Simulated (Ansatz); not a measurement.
# SiPbS3 in P4bm, a phase reached by a soft mode: a soft mode frozen in

Wanted: the energy along a soft mode of SiPbS3 in P4bm, a phase reached by a soft mode and the structure at the end.

Program: Ansatz 0.2.0. Level of theory: DFT PBEsol, scalar-relativistic, plane waves, PAW; PAW set soft_1. Results are calculated unless marked as measured.

The structure was built from a prototype and need not be the compound's stable phase.

In doubt: the program warns that the response may not be converged on this k-mesh (step 2), which bears on the force constants and all frequencies.

### Step 1. Starting point

It takes space group P4bm (No. 100, tetragonal). The conventional cell has a = 6.050 Å, b = 6.050 Å, c = 5.618 Å, α = 90.00°, β = 90.00°, γ = 90.00°. Nearest to Pb lie 6 S at 2.84 to 3.08 Å. Si has 5 S at 2.12 to 2.28 Å nearest. Nearest to S lie 2 Si at 2.28 Å and 1 Pb at 2.84 Å. S has 1 Si at 2.12 Å and 4 Pb at 3.08 Å nearest. Farther neighbours and most contacts between anions are not listed.

### Step 2. Linear response at the zone centre

This phase was reached earlier by freezing in an unstable mode of a structure of higher symmetry and relaxing. Its zone-centre modes can show that it is still unstable.

File input.yaml:

```yaml
crystal:
  lattice:
    - [6.0501067086, 0.0, 0.0]
    - [0.0, 6.0501067086, 0.0]
    - [0.0, 0.0, 5.6184995175]
  atoms:
    - { symbol: Pb, position: [0.5, 0.0, 0.0522987014] }
    - { symbol: Pb, position: [0.0, 0.5, 0.0522987014] }
    - { symbol: Si, position: [0.0, 0.0, 0.5753427921] }
    - { symbol: Si, position: [0.5, 0.5, 0.5753427921] }
    - { symbol: S, position: [0.19523904, 0.69523904, 0.4617663687] }
    - { symbol: S, position: [0.80476096, 0.30476096, 0.4617663687] }
    - { symbol: S, position: [0.30476096, 0.19523904, 0.4617663687] }
    - { symbol: S, position: [0.69523904, 0.80476096, 0.4617663687] }
    - { symbol: S, position: [0.0, 0.0, 0.9530377382] }
    - { symbol: S, position: [0.5, 0.5, 0.9530377382] }
kpoints:
  mp_grid: { grid: [4, 4, 4] }
hamiltonian:
  xc: pbesol
  pseudopotentials: { kind: paw, azcp: { folder: soft_1 }, xc_functional: pbe }
scf:
  occupations: { method: fixed }
output:
  eigenvalues: true
phonons:
  method: dfpt
  dielectric: true
  rigid_motions: translations
```

The run is started by

```
ansatz run input.yaml --threads 8 --pin off --max-ram 16384MiB --backend cpu --events-out ev --progress --plain --runs-dir out
```

Numbers of over 12 decimals in the logs are rounded to 6 here.

What it wrote:

```text
Engine: ansatz 0.2.0, aarch64-unknown-linux-gnu
Pseudopotentials: kind: paw
Pseudopotential: Pb, paw, valence charge 14, recommended cutoff 420 eV (normal), soft_1/Pb.paw.azcp
Pseudopotential: Si, paw, valence charge 4, recommended cutoff 420 eV (normal), soft_1/Si.paw.azcp
Pseudopotential: S, paw, valence charge 6, recommended cutoff 420 eV (normal), soft_1/S.paw.azcp
Functional definition: PBEsol
  exchange = pbesol_x
  correlation = pbesol_c
Crystal: 10 atoms, lattice volume = 205.658 Å³
Basis set: ecut = 420 eV, 4039 PW (Γ), exchange–correlation on 96×96×80 points (8 copies of the dense FFT grid, shifted against one another)
Bands: 46, of which v1, the nominal top of the filled ones, is band 36 counted from 1 (35 counted from 0)
Symmetry: 8 space group operations
k-points: 36 of 64 (irreducible under 1 space group operation, time reversal used)
Non-local potential: Pb, projectors of the file, l = 0: 2, l = 1: 2, l = 2: 2, l = 3: 1
Non-local potential: Si, projectors of the file, l = 0: 2, l = 1: 2, l = 2: 1
Non-local potential: S, projectors of the file, l = 0: 2, l = 1: 2, l = 2: 1
PAW form: soft (Blöchl's): semilocal exchange-correlation on the pseudo side does not see the compensation charge
PAW frozen core: Pb, regenerated for the run's functional, and the local potential with it (the file was generated under x = pbe(κ = 0.804, μ = 0.219515), c = pbe(β = 0.066725))
PAW frozen core: Si, regenerated for the run's functional, and the local potential with it (the file was generated under x = pbe(κ = 0.804, μ = 0.219515), c = pbe(β = 0.066725))
PAW frozen core: S, regenerated for the run's functional, and the local potential with it (the file was generated under x = pbe(κ = 0.804, μ = 0.219515), c = pbe(β = 0.066725))
PAW one-centre angular grid: Pb, 590 points (default); XC on 64 Gauss nodes
PAW one-centre angular grid: Si, 110 points (default); XC on 64 Gauss nodes
PAW one-centre angular grid: S, 110 points (default); XC on 64 Gauss nodes
Initial density: superposition of atomic densities (chi_scale 0.1, normalization cell, long waves kept (reshape's long-wave potential 0.01 eV rms))
Initial wavefunctions: pseudopotential atomic-orbital guess
Functional: x = pbesol(κ = 0.804, μ = 0.123457), c = pbesol(β = 0.046)
SCF iter   1: F=—  HF=-30072.527606 eV  |F-HF|=—  |Δ(HF+E_count)|=         —  Δρ=3.51e-2  dr2=3.72e0  ethr=3.10e-3  ⟨swp⟩=5.4  Hψ=7226  notcnv=0  defer=222
preconditioner: auto → Resta (q_TF=auto, 2.290 Å⁻¹)  ε∞=4.3  [insulator: Δε(μ)=1.306 eV  Ē_g=12.064 eV  n_scr=32 (ndim 8)  ℏωp=22.0 eV  f_vac=0.000  ε∞_Penn≈4.3]
SCF iter   2: F=—  HF=-30071.598390 eV  |F-HF|=—  |Δ(HF+E_count)|=   9.29e-1  Δρ=1.77e-2  dr2=7.59e-1  ethr=3.10e-3  ⟨swp⟩=3.0  Hψ=2632  notcnv=0  defer=273
SCF iter   3: F=—  HF=-30071.405819 eV  |F-HF|=—  |Δ(HF+E_count)|=   1.93e-1  Δρ=3.63e-3  dr2=2.70e-2  ethr=1.05e-3  ⟨swp⟩=2.9  Hψ=2186  notcnv=0  defer=282
SCF iter   4: F=—  HF=-30071.404140 eV  |F-HF|=—  |Δ(HF+E_count)|=   1.68e-3  Δρ=7.10e-4  dr2=1.02e-3  ethr=3.75e-5  ⟨swp⟩=3.0  Hψ=2813  notcnv=0  defer=288
SCF iter   5: F=—  HF=-30071.404484 eV  |F-HF|=—  |Δ(HF+E_count)|=   3.44e-4  Δρ=2.08e-4  dr2=9.42e-5  ethr=1.41e-6  ⟨swp⟩=2.4  Hψ=2646  notcnv=0  defer=288
SCF iter   6: F=—  HF=-30071.404542 eV  |F-HF|=—  |Δ(HF+E_count)|=   5.78e-5  Δρ=4.00e-5  dr2=4.02e-6  ethr=1.31e-7  ⟨swp⟩=2.0  Hψ=2321  notcnv=0  defer=288
SCF iter   7: F=—  HF=-30071.404503 eV  |F-HF|=—  |Δ(HF+E_count)|=   3.89e-5  Δρ=1.33e-5  dr2=5.60e-7  ethr=5.58e-9  ⟨swp⟩=2.2  Hψ=2696  notcnv=0  defer=282
SCF iter   8: F=—  HF=-30071.404503 eV  |F-HF|=—  |Δ(HF+E_count)|=   6.97e-8  Δρ=3.64e-6  dr2=4.36e-8  ethr=7.78e-10  ⟨swp⟩=2.0  Hψ=2305  notcnv=0  defer=282
SCF iter   9: F=—  HF=-30071.404503 eV  |F-HF|=—  |Δ(HF+E_count)|=   1.66e-9  Δρ=7.70e-7  dr2=1.08e-9  ethr=6.05e-11  ⟨swp⟩=2.1  Hψ=2406  notcnv=0  defer=282
SCF iter  10: F=-30071.404503 eV  HF=-30071.404503 eV  |F-HF|=7.28e-12  |Δ(HF+E_count)|=  7.79e-10  Δρ=2.04e-7  dr2=8.73e-11  ethr=1.00e-12  ⟨swp⟩=20.0  Hψ=14656  notcnv=0
SCF 1 converged in 10 iterations: F = -30071.404503 eV  dr2 = 8.73e-11
  greatest PAW one-centre occupation: 0.981 electrons in one spin orbital (limit 2), on the Pb atom at site 1 (counted from 0), in its partial waves of l = 2
DFPT response loops at Γ: preconditioner auto → Resta (q_TF=auto, 2.290 Å⁻¹)  ε∞=7.0 (no band partly filled); β = 1.00, the filter's whole step (`scf.mixing.beta` (0.50) is not read by the response loops at its default; to damp them type it under 1.00, their step now; it binds the ground state too); Broyden in place of MSR1
── the response to a field inside a basis, on 8×8×8 k-points: an SCF that follows is theirs, and a resumed run solves both again ──
Bands: 37, of which v1, the nominal top of the filled ones, is band 36 counted from 1 (35 counted from 0)
k-points: 40 of 512 (time reversal used)
Initial density: handed on by an earlier stage of this run
Initial wavefunctions: pseudopotential atomic-orbital guess (no wavefunctions were taken with the density)
Eigensolver: Dense (40 Hₖ)
SCF iter   1: F=—  HF=-30071.223038 eV  |F-HF|=—  |Δ(HF+E_count)|=         —  Δρ=4.31e-4  dr2=1.80e-4  ethr=1.00e-1
preconditioner: auto → Resta (q_TF=auto, 2.290 Å⁻¹)  ε∞=5.6  [insulator: Δε(μ)=1.301 eV  Ē_g=10.250 eV  n_scr=32 (ndim 8)  ℏωp=22.0 eV  f_vac=0.000  ε∞_Penn≈5.6]
SCF iter   2: F=—  HF=-30071.223043 eV  |F-HF|=—  |Δ(HF+E_count)|=   5.16e-6  Δρ=2.33e-4  dr2=4.86e-5  ethr=2.51e-7
SCF iter   3: F=—  HF=-30071.223048 eV  |F-HF|=—  |Δ(HF+E_count)|=   5.61e-6  Δρ=2.62e-5  dr2=1.38e-6  ethr=6.75e-8
SCF iter   4: F=-30071.223048 eV  HF=-30071.223048 eV  |F-HF|=1.05e-8  |Δ(HF+E_count)|=   2.26e-9  Δρ=5.90e-6  dr2=8.75e-8  ethr=1.92e-9
SCF 1 converged in 4 iterations: F = -30071.223048 eV  dr2 = 8.75e-8
  greatest PAW one-centre occupation: 0.981 electrons in one spin orbital (limit 2), on the Pb atom at site 0 (counted from 0), in its partial waves of l = 2
DFPT response loops at Γ: preconditioner auto → Resta (q_TF=auto, 2.290 Å⁻¹)  ε∞=6.8 (no band partly filled); β = 1.00, the filter's whole step (`scf.mixing.beta` (0.50) is not read by the response loops at its default; to damp them type it under 1.00, their step now; it binds the ground state too); Broyden in place of MSR1
WARN: field response: ε∞ stands inside a basis, on 8×8×8 points; the force constants stand on the 4×4×4 k-mesh, whose period is 9.37 times the interband length at k = (0.0000, 0.0000, 0.2500), direct gap 1.332 eV, under 14: take them and everything formed from them as unconverged, and compare with a denser kpoints.mp_grid
SCF converged after 10 iterations
Free energy (F): -30071.404503 eV
Harris-Foulkes:  -30071.404503 eV  (|F-HF|=7.28e-12)
Internal energy: -30071.404503 eV  (E = F + TS)
E sigma→0 (E₀):  -30071.404503 eV
Fermi energy:    7.845110 eV
--- Per-component energies (eV) ---
  E_band       = -66.347071
  E_kinetic    = 1304.623472
  E_local      = -2880.899420  (includes V_loc(G=0)·N_el)
  E_nonlocal   = 865.285898
  E_hartree    = 1054.818848
  E_xc         = -1052.395246
  E_vxc        = -872.395402  (∫ρ·V_xc dr)
  E_paw        = -25028.884063  (= ΣΔE_a)
  E_vpaw       = -592.599175  (= ΣTr[D̂ρ^β])
  E_aug_tail   = 0.000055  (compensation charges beyond the density's cutoff)
  E_ewald      = -4334.513205
  E_core_change = 0.559158  (= ΣΔE_core)
  E_smearing   = -0.000000  (= −TS)
  E_closure    = 0.000000  (closes the sum)
  Σ components = -30071.404503   (vs F -30071.404503, Δ=0.00e0)
--- Band table (eV; the first three rows and the last of 36) ---
  k-point 0: bands = [... 32 lower, 5.9645, 6.8063, 7.6659, 7.6659, 9.0838, 9.8827, 10.9612, 10.9612, ... 6 higher]
  k-point 1: bands = [... 32 lower, 6.6007, 6.8084, 7.7645, 7.7645, 9.0963, 10.3983, 11.0685, 11.0802, ... 6 higher]
  k-point 2: bands = [... 32 lower, 6.9138, 6.9138, 7.8451, 7.8451, 9.3141, 9.8317, 11.0985, 11.3170, ... 6 higher]
  k-point 35: bands = [... 32 lower, 6.4004, 6.4004, 7.0187, 7.0187, 9.8181, 9.8181, 10.3872, 10.3872, ... 6 higher]
--- Phonons (Γ-DFPT): 8 representative perturbations + reference, on 36 of 64 k-points (Σ response iterations 24) ---
  k mesh reduced under 1 symmetry operation, with k and −k counted as one. Each operation leaves every solved perturbation unchanged. A smaller set is not considered because the run solves the response to a homogeneous field
  ASR residual: 9.672e-5 → 0.000e0 eV/Å²; symmetrization residual: 7.269e-6 eV/Å²
  ASR residual per site (eV/Å²): 9.67e-5 9.67e-5 7.28e-6 7.28e-6 7.92e-5 7.92e-5 7.92e-5 7.92e-5 5.88e-5 5.88e-5
  Γ frequencies (cm⁻¹): -25.04 -25.04 0.00 0.00 0.00 44.43 45.47 45.47 73.41 73.41 83.04 130.71 136.63 136.63 170.56 170.56 181.91 194.72 222.31 255.85 255.85 294.30 301.77 359.50 359.50 359.65 374.41 374.41 493.22 508.49
  ε∞ (high-frequency dielectric tensor):
       15.782101    -0.000000     0.000000
       -0.000000    15.782101    -0.000000
        0.000000    -0.000000     8.867580
  softest optical mode at Γ: -25.04 cm⁻¹; the repairs (sum rule, projections) moved no ω² at Γ by more than (1.68 cm⁻¹)²
  Born effective charges Z* (e; rows j = field, columns β = displacement):
    site 0:
         4.37911   -0.83686    0.00000
        -0.83686    4.37911   -0.00000
         0.00000   -0.00000    3.71862
    site 1:
         4.37911    0.83686    0.00000
         0.83686    4.37911   -0.00000
         0.00000   -0.00000    3.71862
    site 2:
         4.22746   -0.65004    0.00000
         0.65004    4.22746   -0.00000
         0.00000   -0.00000    3.17100
    site 3:
         4.22746    0.65004    0.00000
        -0.65004    4.22746    0.00000
         0.00000    0.00000    3.17100
    site 4:
        -2.71819   -0.00926   -0.50294
        -0.00926   -2.71819   -0.50294
        -0.22223   -0.22223   -2.15411
    site 5:
        -2.71819   -0.00926    0.50294
        -0.00926   -2.71819    0.50294
         0.22223    0.22223   -2.15411
    site 6:
        -2.71819    0.00926    0.50294
         0.00926   -2.71819   -0.50294
         0.22223   -0.22223   -2.15411
    site 7:
        -2.71819    0.00926   -0.50294
         0.00926   -2.71819    0.50294
        -0.22223    0.22223   -2.15411
    site 8:
        -3.17019   -0.00886   -0.00000
         0.00886   -3.17019    0.00000
        -0.00000    0.00000   -2.58141
    site 9:
        -3.17019    0.00886   -0.00000
        -0.00886   -3.17019    0.00000
        -0.00000    0.00000   -2.58141
  Z* charge neutrality: 3.461e-2 e pre-enforcement
  solved inside a basis spanned on kpoints, on 8×8×8 k-points, its susceptibility summed on 10×10×10: ε∞ is read to err by 9.3e-2, Z* by 4.7e-2 e (field_mesh: kpoints solves on kpoints); Z* is corrected for what the basis lacks
  optical modes at Γ without the LO–TO term, one row a degenerate level:
      ω (cm⁻¹)  modes    IR ((D/Å)²/amu)
        -25.04      2            14.2376
         44.43      1             0.0000
         45.47      2             1.3109
         73.41      2             1.3261
         83.04      1             8.9078
        130.71      1             0.0000
        136.63      2             0.6841
[...]
optical modes at Γ + LO–TO along q̂ = [1.0000, 0.0000, 0.0000]:
      ω (cm⁻¹)  modes    IR ((D/Å)²/amu)
[...]
optical modes at Γ + LO–TO along q̂ = [0.0000, 1.0000, 0.0000]:
      ω (cm⁻¹)  modes    IR ((D/Å)²/amu)
[...]
optical modes at Γ + LO–TO along q̂ = [0.0000, 0.0000, 1.0000]:
      ω (cm⁻¹)  modes    IR ((D/Å)²/amu)
[...]
170.56      2            50.8008
        182.32      1             0.1442
        194.72      1             0.0000
        222.31      1             0.0000
        255.85      2            28.4436
        294.30      1             0.0000
        312.95      1             5.3371
        359.50      2            36.0569
        359.65      1             0.0000
        374.41      2             9.0250
        493.22      1             0.0000
        541.50      1            31.6207
```

It took 75 s on 8 threads of Arm Neoverse V2, shared host; peak memory 1.9 GiB; 9.2 min of CPU time.

This step gave:

| Property | Result |
| --- | --- |
| gap on the k-mesh | 1.239 eV |
| volume per atom | 20.57 Å³ |
| sum-rule residual before enforcement | 9.67e-5 eV/Å² |
| miss of the charge sum rule | 0.03461 e |
| estimated error of the dielectric tensor | 0.09315 |
| estimated error of the Born charges | 0.04652 e |
| point group | 4mm |
| highest optical mode at the zone centre (no LO-TO term) | 508.5 cm⁻¹ |
| lowest optical zone-centre mode | -25.04 cm⁻¹ |
| mean high-frequency dielectric constant | 13.48 |
| largest Born charge (third of the trace) | 4.159 e |
| top of the zone-centre spectrum with the field | 541.5 cm⁻¹ |

Patterns of degenerate modes are one choice out of their space. The modes at Γ (shares of kinetic energy by element, %) (negative means imaginary):

| mode | frequency (cm⁻¹) | symmetry | Pb % | Si % | S % |
| --- | --- | --- | --- | --- | --- |
| 1 | -25.0 | E | 25 | 4 | 71 |
| 2 | -25.0 | E | 25 | 4 | 71 |
| 3 | 0.0 | acoustic | 63 | 8 | 29 |
| 4 | 0.0 | acoustic | 63 | 8 | 29 |
| 5 | 0.0 | acoustic | 63 | 8 | 29 |
| 6 | 44.4 | B2 | 95 | 0 | 5 |
| 7 | 45.5 | E | 93 | 1 | 6 |
| 8 | 45.5 | E | 93 | 1 | 6 |
| 9 | 73.4 | E | 14 | 18 | 68 |
| 10 | 73.4 | E | 14 | 18 | 68 |
| 11 | 83.0 | A1 | 31 | 6 | 63 |
| 12 | 130.7 | B2 | 4 | 0 | 96 |
| 13 | 136.6 | E | 4 | 7 | 89 |
| 14 | 136.6 | E | 4 | 7 | 89 |
| 15 | 170.6 | E | 0 | 25 | 74 |
| 16 | 170.6 | E | 0 | 25 | 74 |
| 17 | 181.9 | A1 | 6 | 14 | 80 |
| 18 | 194.7 | A2 | 0 | 44 | 56 |
| 19 | 222.3 | B1 | 0 | 0 | 100 |
| 20 | 255.8 | E | 1 | 25 | 74 |
| 21 | 255.8 | E | 1 | 25 | 74 |
| 22 | 294.3 | B2 | 1 | 0 | 99 |
| 23 | 301.8 | A1 | 0 | 10 | 89 |
| 24 | 359.5 | E | 0 | 71 | 29 |
| 25 | 359.5 | E | 0 | 71 | 29 |
| 26 | 359.6 | A2 | 0 | 0 | 100 |
| 27 | 374.4 | E | 0 | 39 | 61 |
| 28 | 374.4 | E | 0 | 39 | 61 |
| 29 | 493.2 | A2 | 0 | 56 | 44 |
| 30 | 508.5 | A1 | 0 | 62 | 38 |

Displacements in mode 1 (-25.0 cm⁻¹), the largest set to 1:
```
Pb1  0.41  0.30  0.00
Pb2  0.28  0.00  0.00
Si3 -0.42 -0.11  0.00
Si4 -0.37 -0.23  0.00
S5  -1.00 -0.66  0.90
S6  -1.00 -0.66 -0.90
S7  -0.76 -0.11 -0.35
S8  -0.76 -0.11  0.35
S9  -0.27  0.27  0.00
S10  0.01 -0.38  0.00
```

Displacements in mode 30 (508.5 cm⁻¹), the largest set to 1:
```
Pb1  0.00  0.00 -0.01
Pb2  0.00  0.00 -0.01
Si3  0.00  0.00  1.00
Si4  0.00  0.00  1.00
S5  -0.03 -0.03 -0.04
S6   0.03  0.03 -0.04
S7   0.03 -0.03 -0.04
S8  -0.03  0.03 -0.04
S9   0.00  0.00 -0.73
S10  0.00  0.00 -0.73
```

Before it was imposed, the acoustic sum rule was missed by 9.7e-5 eV/Å² and the charge sum rule by 0.035 e. The charge miss is large and points to the mesh or the basis. The lowest optical mode is imaginary, 25.0i cm⁻¹, so the energy falls along it.

The log warns of the k mesh: “the force constants stand on the 4×4×4 k-mesh, whose period is 9.37 times the interband length at k = (0.0000, 0.0000, 0.2500), direct gap 1.332 eV, under 14: take them and everything formed from them as unconverged”.

### Step 3. The mode frozen in, largest atomic shift 0 Å

The mode followed lies at Γ with frequency 25.0i cm⁻¹ and is 2-fold degenerate, the softest among the wavevectors solved. At small amplitude the distorted cell has space group no. 7 by a symmetry search on the positions. The undistorted cell that holds it gives the zero of energy on the same k mesh.

input.yaml: that of step 2 with these lines changed.

```diff
@@ -22,8 +22,6 @@
 scf:
-  occupations: { method: fixed }
+  occupations: { method: gaussian, width: 0.02 }
 output:
+  forces: true
+  stress: true
   eigenvalues: true
-phonons:
-  method: dfpt
-  dielectric: true
-  rigid_motions: translations
```

What it wrote:

```text
[...]
Crystal: 10 atoms, lattice volume = 205.658 Å³
Basis set: ecut = 420 eV, 4039 PW (Γ), exchange–correlation on 90×90×80 points (8 copies of the dense FFT grid, shifted against one another)
Bands: 46, of which v1, the nominal top of the filled ones, is band 36 counted from 1 (35 counted from 0)
Symmetry: 8 space group operations
[...]
k-points: 18 of 64 (time reversal used)
[...]
k-point 0: bands = [... 32 lower, 5.9645, 6.8063, 7.6659, 7.6659, 9.0838, 9.8827, 10.9611, 10.9611, ... 4 higher]
  k-point 1: bands = [... 32 lower, 6.6007, 6.8084, 7.7645, 7.7645, 9.0962, 10.3983, 11.0685, 11.0802, ... 4 higher]
  k-point 2: bands = [... 32 lower, 6.9137, 6.9137, 7.8451, 7.8451, 9.3141, 9.8317, 11.0985, 11.3170, ... 4 higher]
  k-point 17: bands = [... 32 lower, 6.4004, 6.4004, 7.0187, 7.0187, 9.8180, 9.8180, 10.3872, 10.3872, ... 4 higher]
[key lines of the parts left out:]
SCF converged after 8 iterations
Free energy (F): -30071.404503 eV
Fermi energy:    8.464563 eV
P = ⅓ Tr σ = 0.0005 GPa (0.005 kbar)
```

Elapsed: 1.8 s, on 8 threads; peak memory 0.68 GiB; 12 s of CPU time.

Numbers from this step:

- pressure: 5.17e-4 GPa
- energy from the undistorted cell: 0 meV/atom

At this level the gap is 1.24 eV on the k-mesh of the self-consistent run, which can miss the band edges.

### Step 4. The mode frozen in, largest atomic shift 0.14 Å

The atoms are moved along the unstable eigenvector, the largest shift by 0.14 Å, with the cell fixed.

input.yaml, the sections that differ from step 3:

```yaml
crystal:
  lattice:
    - [6.0501067086, 0.0, 0.0]
    - [0.0, 6.0501067086, 0.0]
    - [0.0, 0.0, 5.6184995175]
  atoms:
    - { symbol: Pb, position: [0.5031313451, 0.0071820564, 0.0522987014] }
    - { symbol: Pb, position: [-0.0031313451, 0.5071820564, 0.0522987014] }
    - { symbol: Si, position: [-0.0012116892, -0.0081690347, 0.5753427921] }
    - { symbol: Si, position: [0.5012116892, 0.4918309653, 0.5753427921] }
    - { symbol: S, position: [0.189544817, 0.6769445779, 0.4757381574] }
    - { symbol: S, position: [0.799066737, 0.2864664979, 0.44779458] }
    - { symbol: S, position: [0.310455183, 0.1769445779, 0.4757381574] }
    - { symbol: S, position: [0.700933263, 0.7864664979, 0.44779458] }
    - { symbol: S, position: [-0.0068071672, -0.0026716727, 0.9530377382] }
    - { symbol: S, position: [0.5068071672, 0.4973283273, 0.9530377382] }
# kpoints, hamiltonian, scf, output: as in step 3
```

What it wrote:

```text
[...]
Crystal: 10 atoms, lattice volume = 205.658 Å³
Basis set: ecut = 420 eV, 4039 PW (Γ), exchange–correlation on 90×90×80 points (8 copies of the dense FFT grid, shifted against one another)
Bands: 46, of which v1, the nominal top of the filled ones, is band 36 counted from 1 (35 counted from 0)
Symmetry: 2 space group operations
[...]
k-points: 30 of 64 (time reversal used)
[...]
k-point 0: bands = [... 32 lower, 5.9757, 6.8101, 7.6018, 7.6707, 9.0667, 9.9565, 10.9643, 10.9909, ... 4 higher]
  k-point 1: bands = [... 32 lower, 6.6033, 6.8225, 7.7158, 7.7701, 9.0984, 10.4408, 11.0097, 11.0536, ... 4 higher]
  k-point 2: bands = [... 32 lower, 6.9215, 6.9542, 7.8084, 7.8557, 9.3147, 9.8314, 11.0812, 11.2868, ... 4 higher]
  k-point 29: bands = [... 32 lower, 6.4314, 6.4314, 7.0148, 7.0148, 9.8574, 9.8574, 10.3923, 10.3923, ... 4 higher]
[key lines of the parts left out:]
SCF converged after 8 iterations
Free energy (F): -30071.407531 eV
Fermi energy:    8.461192 eV
P = ⅓ Tr σ = 0.0507 GPa (0.507 kbar)
```

The job ended after 2.8 s (8 threads; peak memory 0.77 GiB; 21 s of CPU time).

This step gave:

```
pressure                         : 0.05070 GPa
gap on the k-mesh                : 1.211 eV
energy from the undistorted cell : -0.303 meV/atom
```

The energy, extrapolated to zero smearing, is -0.30 meV/atom against the undistorted cell.

The run ends at a pressure of 0.05 GPa, with forces up to 0.025 eV/Å.

[end of part 1 of 3]

[Logs are printed without paths, hosts, clocks, repeated set-up lines and the standing remarks that a program may print on its own settings, such as how far it seeks lower states.]

[Hosts, paths, dates, database ids (printed as entryN), source tags and the programs' standing remarks are cut or masked in the printed files.]
